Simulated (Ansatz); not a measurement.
Consider BaReO3 (cubic perovskite) (Pm-3m).

The structure was built from a prototype and need not be the compound's stable phase.

```cif
data_structure
_symmetry_space_group_name_H-M 'P 1'
_symmetry_Int_Tables_number 1
_cell_length_a 3.9603
_cell_length_b 3.9603
_cell_length_c 3.9603
_cell_angle_alpha 90.000
_cell_angle_beta 90.000
_cell_angle_gamma 90.000
_cell_volume 62.11
loop_
_atom_site_label
_atom_site_type_symbol
_atom_site_fract_x
_atom_site_fract_y
_atom_site_fract_z
_atom_site_occupancy
Ba1 Ba 0.00000 0.00000 0.00000 1
Re2 Re 0.50000 0.50000 0.50000 1
O3 O 0.50000 0.50000 0.00000 1
O4 O 0.50000 0.00000 0.50000 1
O5 O 0.00000 0.50000 0.50000 1
```

The structure was relaxed with LDA. The structure type comes from a generator and need not be one that this composition takes. The structure was generated from a model, not taken from a measurement. The runs that relaxed it are not among those shown. The program's search for lower electronic states was switched off, so nothing shows that the state found is the lowest. Spin-orbit coupling is left out unless a run names it. PAW set soft_2, made with PBE.

A constrained-RPA run (Ansatz 0.2.0; non-magnetic LDA; Re t2g, bands v2 to c1, 4×4×4 mesh, medium accuracy) builds 3 functions on bands 4.3 eV wide, with 3.0 electrons in the window. The bare on-site interaction is 10.9 eV and the bare J 0.37 eV.

Q: Estimate U, U′ and J.

On the Re t2g shell, U = 2.73 eV (25 % of the bare value), U′ = 2.16 eV, J = 0.26 eV.

The parent state is non-magnetic and the interaction static (zero frequency); U depends on the window and the orbitals, so it belongs to this model alone. Spin-orbit coupling, which is strong for atoms this heavy, is left out.

[Paths, hosts, dates, memory and timing lines, banners, echoed tables and standing remarks are left out of the program output.]

[Logs are printed without paths, hosts, clocks, repeated set-up lines and the standing remarks that a program may print on its own settings, such as how far it seeks lower states.]

[Runs of the session that timed out or met a known fault of the program may be left out.]

[Hosts, paths, dates, database ids (printed as entryN), source tags and the programs' standing remarks are cut or masked in the printed files.]
